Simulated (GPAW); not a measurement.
**Whose spectrum is this?**

Method: GPAW, PBE, RPA, without spin-orbit coupling, line width 0.15 eV (Lorentzian); metals get a typed carrier damping. The response is along the first axis of the cell.

E (eV), Im ε and a bar:
```
     0.00       0.00 
     0.50       0.50 ####
     1.00       0.87 #######
     1.50       1.99 ###############
     2.00       1.97 ###############
     2.50       1.81 ##############
     3.00       1.60 ############
     3.50       1.94 ###############
     4.00       1.23 #########
     4.50       1.72 #############
     5.00       1.52 ############
     5.50       1.81 ##############
     6.00       2.44 ###################
     6.50       2.51 ###################
     7.00       2.92 ######################
     7.50       2.30 ##################
     8.00       2.04 ################
     8.50       2.01 ###############
     9.00       2.05 ################
     9.50       2.75 #####################
    10.00       3.56 ###########################
    10.50       3.94 ##############################
    11.00       3.51 ###########################
    11.50       2.93 ######################
    12.00       3.27 #########################
```

**Question.** Which of these systems gave the spectrum?
A. ZnO (P6_3mc)
B. PbO (P4/nmm)
C. MgO (Fm-3m)
D. ZnS (F-43m)

**Answer.** A. ZnO (P6_3mc): ε∞ = 5.51 along the first axis, strongest peak along the first axis at 10.58 eV. The others: PbO (P4/nmm), ε∞ = 6.53 along the first axis, strongest peak along the first axis at 4.01 eV; ZnS (F-43m), ε∞ = 5.63 along the first axis, strongest peak along the first axis at 5.95 eV; MgO (Fm-3m), ε∞ = 3.04 along the first axis, strongest peak along the first axis at 11.04 eV.

[Logs are printed without paths, hosts, clocks, repeated set-up lines and the standing remarks that a program may print on its own settings, such as how far it seeks lower states.]
